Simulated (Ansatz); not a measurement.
# Debugging a many-body input for SiO2 (Quartz)

What is wrong with this input for SiO2 (Quartz)?

Method: G0W0 on LDA, plane waves, PAW, in Ansatz 0.2.0.

**1. Starting point**

It takes space group P3_121 (No. 152, trigonal). The conventional cell has a = 4.916 Å, b = 4.916 Å, c = 5.409 Å, α = 90.00°, β = 90.00°, γ = 120.00°. Nearest to Si lie 4 O at 1.61 Å. Nearest to O lie 2 Si at 1.61 Å. Farther neighbours and most contacts between anions are not listed.

The cell and positions come from the Crystallography Open Database and are kept as given unless a step says otherwise. The default PAW set here is soft_2. Its files were made with PBE.

**2. First try**

Input file input.yaml:

```yaml
crystal:
  lattice:
    - [4.9158, 0.0, 0.0]
    - [-2.4579, 4.2572076799, 0.0]
    - [0.0, 0.0, 5.4091]
  atoms:
    - { symbol: Si, position: [0.5303, 0.0, 0.3333333333] }
    - { symbol: Si, position: [0.0, 0.5303, 0.6666666667] }
    - { symbol: Si, position: [0.4697, 0.4697, 0.0] }
    - { symbol: O, position: [0.1462, 0.4142, 0.881] }
    - { symbol: O, position: [0.5858, 0.732, 0.2143333333] }
    - { symbol: O, position: [0.268, 0.8538, 0.5476666667] }
    - { symbol: O, position: [0.4142, 0.1462, 0.119] }
    - { symbol: O, position: [0.732, 0.5858, 0.7856666667] }
    - { symbol: O, position: [0.8538, 0.268, 0.4523333333] }
kpoints:
  mp_grid: { grid: [6, 6, 2] }
hamiltonian:
  xc: lda
scf:
  occupations: { method: fixed }
gw:
  n_empty_bands: 4
  ecut_chi: 40
  qp_bands: [v3, c3]
  qp_kpoints: band_edges
  screening: { model: contour_deformation }
```

Command:

```bash
ansatz run input.yaml --threads 3 --pin off --max-ram 92160MiB --backend cuda --events-out ev --progress --plain --runs-dir out --devices 1 --max-vram 13GiB
```

Numbers of over 12 decimals in the logs are rounded to 6 here.

Output:

```text
GPUs: using 1 of 1 available (devices: 1).
Engine: ansatz 0.2.0, x86_64-unknown-linux-gnu
Pseudopotentials: kind: paw
Pseudopotential: Si, paw, valence charge 4, recommended cutoff 420 eV (normal), Si.paw.azcp
Pseudopotential: O, paw, valence charge 6, recommended cutoff 420 eV (normal), O.paw.azcp
Functional definition: SPW92
  exchange = slater_x
  correlation = pw_c
device memory: the entry about to start is reckoned to put 1.8 GiB on a device that reports 38.4 GiB free (of which the cap on the GPU budget leaves the run 13.0 GiB)
GPU FFT provider: cuFFT
GPU libraries: cuBLAS 13.8.2, cuFFT 12.4.0, cuSOLVER 12.3.4
Crystal: 9 atoms, lattice volume = 113.199 Å³
Basis set: ecut = 420 eV, 2209 PW (Γ)
Bands: 33, of which v1, the nominal top of the filled ones, is band 24 counted from 1 (23 counted from 0)
Symmetry: 6 space group operations
Space group: P3121 (ITA 152), of the structure as read, at distance tolerance 4.8e-5 Å
k-points: 14 of 72 (time reversal used)
Non-local potential: Si, projectors of the file, l = 0: 2, l = 1: 2, l = 2: 2
Non-local potential: O, projectors of the file, l = 0: 2, l = 1: 2, l = 2: 1
PAW form: soft (Blöchl's): semilocal exchange-correlation on the pseudo side does not see the compensation charge
PAW frozen core: Si, regenerated for the run's functional, and the local potential with it (the file was generated under x = pbe(κ = 0.804, μ = 0.219515), c = pbe(β = 0.066725))
PAW frozen core: O, regenerated for the run's functional, and the local potential with it (the file was generated under x = pbe(κ = 0.804, μ = 0.219515), c = pbe(β = 0.066725))
PAW one-centre angular grid: Si, 110 points (default); XC on 64 Gauss nodes
PAW one-centre angular grid: O, 110 points (default); XC on 64 Gauss nodes
Initial density: superposition of atomic densities (neutral atoms: chi_scale 0, normalization atom), corrected by the library's trained network
Initial wavefunctions: pseudopotential atomic-orbital guess
GPU buffer pool allocated for 51840 grid points (all kernels)
GPU transforms: local potential and band sums: pruned to the plane-wave sphere, on 36×36×40
Functional: x = slater, c = lda
SCF iter   1: F=—  HF=-5168.209496 eV  |F-HF|=—  |Δ(HF+E_count)|=         —  Δρ=1.40e-2  dr2=1.99e-1  ethr=1.77e-3  ⟨swp⟩=4.9  Hψ=2117  notcnv=0  defer=85
preconditioner: auto → Resta (q_TF=auto, 2.365 Å⁻¹)  ε∞=3.1  [insulator: Δε(μ)=5.589 eV  Ē_g=16.591 eV  n_scr=22 (ndim 8)  ℏωp=24.2 eV  f_vac=0.113  ε∞_Penn≈3.1]
SCF iter   2: F=—  HF=-5168.152882 eV  |F-HF|=—  |Δ(HF+E_count)|=   5.66e-2  Δρ=3.69e-3  dr2=5.63e-3  ethr=4.14e-4  ⟨swp⟩=2.0  Hψ=830  notcnv=0  defer=94
SCF iter   3: F=—  HF=-5168.151443 eV  |F-HF|=—  |Δ(HF+E_count)|=   1.44e-3  Δρ=1.72e-3  dr2=2.08e-3  ethr=1.17e-5  ⟨swp⟩=2.1  Hψ=703  notcnv=0  defer=96
SCF iter   4: F=—  HF=-5168.150879 eV  |F-HF|=—  |Δ(HF+E_count)|=   5.64e-4  Δρ=1.53e-4  dr2=3.34e-5  ethr=4.33e-6  ⟨swp⟩=3.0  Hψ=703  notcnv=0  defer=96
SCF iter   5: F=—  HF=-5168.150894 eV  |F-HF|=—  |Δ(HF+E_count)|=   1.47e-5  Δρ=2.44e-5  dr2=6.17e-7  ethr=6.97e-8  ⟨swp⟩=2.1  Hψ=760  notcnv=0  defer=61
SCF iter   6: F=-5168.150894 eV  HF=-5168.150894 eV  |F-HF|=2.66e-8  |Δ(HF+E_count)|=   4.22e-7  Δρ=4.88e-6  dr2=2.26e-8  ethr=2.08e-10  ⟨swp⟩=11.2  Hψ=2021  notcnv=0
SCF 1 converged in 6 iterations: F = -5168.150894 eV  dr2 = 2.26e-8
[...]
device memory: the entry about to start is reckoned to put 2.5 GiB on a device that reports 36.0 GiB free (of which the cap on the GPU budget leaves the run 13.0 GiB)
NSCF: frozen V_eff on 14 k-points
[...]
device memory: the entry about to start is reckoned to put 1.6 GiB on a device that reports 36.3 GiB free (of which the cap on the GPU budget leaves the run 13.0 GiB)
NSCF: frozen V_eff on 14 k-points
G₀W₀ screening: q 1/14
[... further progress lines ...]
SCF converged after 6 iterations
Free energy (F): -5168.150894 eV
Harris-Foulkes:  -5168.150894 eV  (|F-HF|=2.66e-8)
Internal energy: -5168.150894 eV  (E = F + TS)
E sigma→0 (E₀):  -5168.150894 eV
Fermi energy:    2.193598 eV
--- Per-component energies (eV) ---
  E_band       = -219.877939
  E_kinetic    = 1202.098130
  E_local      = -2959.181686  (includes V_loc(G=0)·N_el)
  E_nonlocal   = 376.738180
  E_hartree    = 1052.126113
  E_xc         = -602.558496
  E_vxc        = -705.166219  (∫ρ·V_xc dr)
  E_paw        = -2349.248697  (= ΣΔE_a)
  E_vpaw       = -238.635227  (= ΣTr[D̂ρ^β])
  E_aug_tail   = 0.015944  (compensation charges beyond the density's cutoff)
  E_ewald      = -1888.974903
  E_core_change = 0.834521  (= ΣΔE_core)
  E_smearing   = -0.000000  (= −TS)
  E_closure    = 0.000000  (closes the sum)
  Σ components = -5168.150894   (vs F -5168.150894, Δ=0.00e0)
--- Band table (eV; the first three rows and the last of 14) ---
  k-point 0: bands = [... 20 lower, 1.1786, 1.5004, 1.8685, 1.8685, 7.9425, 11.2106, 11.2106, 11.6843, ... 5 higher]
  k-point 1: bands = [... 20 lower, 0.9653, 1.9803, 1.9803, 2.1040, 9.8854, 9.8854, 10.8930, 11.6746, ... 5 higher]
  k-point 2: bands = [... 20 lower, 1.1787, 1.3983, 1.9268, 1.9623, 8.3667, 11.2009, 11.2636, 11.7186, ... 5 higher]
  k-point 13: bands = [... 20 lower, 1.2425, 1.4178, 1.5954, 1.5954, 11.0662, 11.6831, 11.6831, 12.0188, ... 5 higher]
--- G₀W₀: contour deformation, 4 samples at zero and on the imaginary axis and 1 off it, 72 q-points, 4 empty bands' worth ---
  eigenvalues of the whole cell's RPA ε∞ on this k-mesh (on a slab, of 1 + 4πα/V) = 1.5941, 1.5941, 1.6348; static W/v taken at q = 0 is 0.611695
  bands read: the sum over 28 bands ends inside a degenerate multiplet in 3 slots, whose members it reads at an even weight; the widest, k=0: bands 28 to 29 (counted from 1) at 1/2 each
  gw.qp_kpoints: band_edges: 13 of 14 stored k-points solved, in 1 pass; an edge of the gap read off the rows below is read off those points alone
    valence top: of the k-points left out ik 13 came nearest to being solved in a further pass, in band 23 (counted from 1, as in the quasiparticle table): it holds the edge there only if its correction is more favourable than any solved in that band by at least 0.604 eV; those differ by 0.041 eV
    conduction bottom: of the k-points left out ik 13 came nearest to being solved in a further pass, in band 25 (counted from 1, as in the quasiparticle table): it holds the edge there only if its correction is more favourable than any solved in that band by at least 3.124 eV; those differ by 1.408 eV
  `?` marks the rows in doubt; gw_qp.tsv's column doubts and the gw_qp event give each row's grounds
    ik  band        ε_KS         Σx   Σc(E_QP)       V_xc       Z   E_QP_lin       E_QP  E_QP is
     0    22      1.5004   -26.2725     2.9649   -20.3813  0.8547    -1.5524    -1.4259  root ?
     0    23      1.8685   -26.1725     2.9077   -20.4056  0.8569    -1.1066    -0.9907  root ?
     0    24      1.8685   -26.1725     2.9077   -20.4056  0.8569    -1.1066    -0.9907  root ?
     0    25      7.9425    -7.7322    -1.4856   -12.7239  0.9157    11.5442    11.4486  root
     0    26     11.2106    -6.5882    -1.4182   -12.4366  0.9233    15.8198    15.6408  root ?
     0    27     11.2106    -6.5882    -1.4182   -12.4366  0.9233    15.8198    15.6408  root ?
     1    22      1.9803   -26.6874     2.9201   -20.8748  0.8578    -1.0285    -0.9122  root ?
     1    23      1.9803   -26.6874     2.9201   -20.8748  0.8578    -1.0285    -0.9122  root ?
     1    24      2.1040   -26.6691     2.9077   -20.8887  0.8583    -0.8823    -0.7686  root ?
     1    25      9.8854    -8.6353    -1.4806   -13.9698  0.9130    13.8739    13.7392  root ?
     1    26      9.8854    -8.6353    -1.4806   -13.9698  0.9130    13.8739    13.7392  root ?
     1    27     10.8930    -4.4379    -1.3555   -10.0259  0.9288    15.2720    15.1255  root ?
     2    22      1.3983   -26.1361     2.9753   -20.2332  0.8540    -1.6578    -1.5293  root ?
     2    23      1.9268   -26.3934     2.9171   -20.6034  0.8572    -1.0622    -0.9460  root ?
     2    24      1.9623   -26.3750     2.9074   -20.6041  0.8576    -1.0159    -0.9012  root ?
[...]
12    23      1.7546   -26.5047     2.9556   -20.6542  0.8557    -1.2609    -1.1402  root ?
    12    24      2.1936   -26.7561     2.8903   -21.0127  0.8594    -0.7695    -0.6595  root ?
    12    25     10.8653    -8.3570    -1.4667   -14.0745  0.9170    15.2978    15.1161  root ?
    12    26     10.8653    -8.3570    -1.4667   -14.0745  0.9170    15.2978    15.1161  root ?
    12    27     11.3436    -8.6458    -1.4997   -14.3697  0.9139    15.7559    15.5678  root ?
```

Run time: 14 s. Hardware: 1 × NVIDIA H100 80GB HBM3 (shared by 6 runs) with 3 threads of AMD EPYC 7R13 (Zen 3), shared host; peak memory 1 GiB; 20 s of CPU time.

**What went wrong?**

The run ended normally, though the input holds a fault or crude settings.

The fault: four empty bands in G0W0. The sums over empty states are cut off almost at the gap, so screening and correlation are far from complete.

It printed a gap of 12.11 eV, which is an artefact of the settings.

**3. A better input**

Now the one-shot GW correction: screening in the RPA, then the self-energy of the levels asked for.

Changes to input.yaml since step 2:

```diff
@@ -16,3 +16,3 @@
 kpoints:
-  mp_grid: { grid: [6, 6, 2] }
+  mp_grid: { grid: [6, 6, 4] }
 hamiltonian:
@@ -22,4 +22,4 @@
 gw:
-  n_empty_bands: 4
-  ecut_chi: 40
+  n_empty_bands: 288
+  ecut_chi: 108
   qp_bands: [v3, c3]
```

Output:

```text
GPUs: using 1 of 1 available (devices: 1).
[...]
GPU FFT provider: cuFFT
GPU libraries: cuBLAS 13.8.2, cuFFT 12.4.0, cuSOLVER 12.3.4
Crystal: 9 atoms, lattice volume = 113.199 Å³
Basis set: ecut = 420 eV, 2209 PW (Γ)
Bands: 33, of which v1, the nominal top of the filled ones, is band 24 counted from 1 (23 counted from 0)
[... 1 set-up line as in the run before ...]
[...]
k-points: 24 of 144 (time reversal used)
[...]
GPU buffer pool allocated for 51840 grid points (all kernels)
[...]
SCF iter   1: F=—  HF=-5168.209528 eV  |F-HF|=—  |Δ(HF+E_count)|=         —  Δρ=1.40e-2  dr2=1.99e-1  ethr=1.77e-3  ⟨swp⟩=5.0  Hψ=3657  notcnv=0  defer=147
[...]
SCF iter   6: F=-5168.150843 eV  HF=-5168.150843 eV  |F-HF|=2.56e-8  |Δ(HF+E_count)|=   4.31e-7  Δρ=4.95e-6  dr2=2.34e-8  ethr=2.08e-10  ⟨swp⟩=11.3  Hψ=3463  notcnv=0
SCF 1 converged in 6 iterations: F = -5168.150843 eV  dr2 = 2.34e-8
[...]
0    22      1.5004   -26.2764     4.3255   -20.3813  0.8038    -0.0904    -0.0691  root
     0    23      1.8685   -26.1664     4.2399   -20.4056  0.8055     0.3284     0.3477  root
     0    24      1.8685   -26.1664     4.2399   -20.4056  0.8055     0.3284     0.3477  root
     0    25      7.9425    -7.7374    -3.4705   -12.7240  0.8656     9.4703     9.4585  root
     0    26     11.2105    -6.5907    -3.9562   -12.4367  0.8564    13.1232    13.1003  root
     0    27     11.2105    -6.5907    -3.9562   -12.4367  0.8564    13.1232    13.1003  root
     1    22      1.6552   -26.3975     4.3170   -20.5319  0.8042     0.0861     0.1066  root
     1    23      1.9661   -26.4774     4.2881   -20.6731  0.8048     0.4307     0.4499  root
[...]
22    24      1.9901   -26.4853     4.2678   -20.7140  0.8054     0.4680     0.4866  root
    22    25     10.9360    -9.7613    -4.0973   -15.9739  0.8456    13.0812    13.0512  root
    22    26     11.1274    -7.0481    -3.7244   -12.5429  0.8561    12.9178    12.8977  root
    22    27     11.5275    -8.4874    -3.8132   -14.2635  0.8480    13.5163    13.4903  root
[key lines of the parts left out:]
SCF converged after 6 iterations
Free energy (F): -5168.150843 eV
Fermi energy:    2.193630 eV
```

It took 66 s on 1 × NVIDIA H100 80GB HBM3 (shared by 6 runs) with 3 threads; peak memory 1.7 GiB; 99 s of CPU time.

This step gave:

```yaml
bands_summed: 312
rpa_eps_infinity_on_this_mesh_eigenvalues: 2.406, 2.406, 2.437
plane_waves_in_the_screening_matrix: 303
q_points_in_the_mesh: 144
g0w0_gap_on_the_mesh: 8.736 eV
k_of_the_valence_top: 0.3333, 0.3333, 0
k_of_the_conduction_bottom: 0, 0, 0
starting_gap_on_the_mesh: 5.749 eV
z_at_the_valence_top: 0.8057
z_at_the_conduction_bottom: 0.8656
least_direct_g0w0_gap_on_the_computed_points: 9.111 eV
```

The gap on the mesh goes from 5.75 eV to 8.74 eV, a correction of +2.99 eV. Between the two edge states, bare exchange in place of the xc potential would open the gap by 10.72 eV, and correlation takes back 7.74 eV.

**4. What came out**

```yaml
first_try: converged after 14 s
better_run: G0W0 gap on the mesh 8.74 eV (6×6×4 mesh, 288 empty bands, screening to 108 eV)
```

In words: The second run differs in: mesh, empty bands and screening cutoff (eV). Bands and cutoff are finite, so the gap is not at the basis limit. The miss can reach some tenths of an eV and take either sign; the mesh is an error of its own.

[Paths, hosts, dates, memory and timing lines, banners, echoed tables and standing remarks are left out of the program output.]

[Logs are printed without paths, hosts, clocks, repeated set-up lines and the standing remarks that a program may print on its own settings, such as how far it seeks lower states.]

[Runs of the session that timed out or met a known fault of the program may be left out.]

[Cells called generated may have been cut or substituted from an entry of the Crystallography Open Database or the Materials Project.]

[Hosts, paths, dates, database ids (printed as entryN), source tags and the programs' standing remarks are cut or masked in the printed files.]
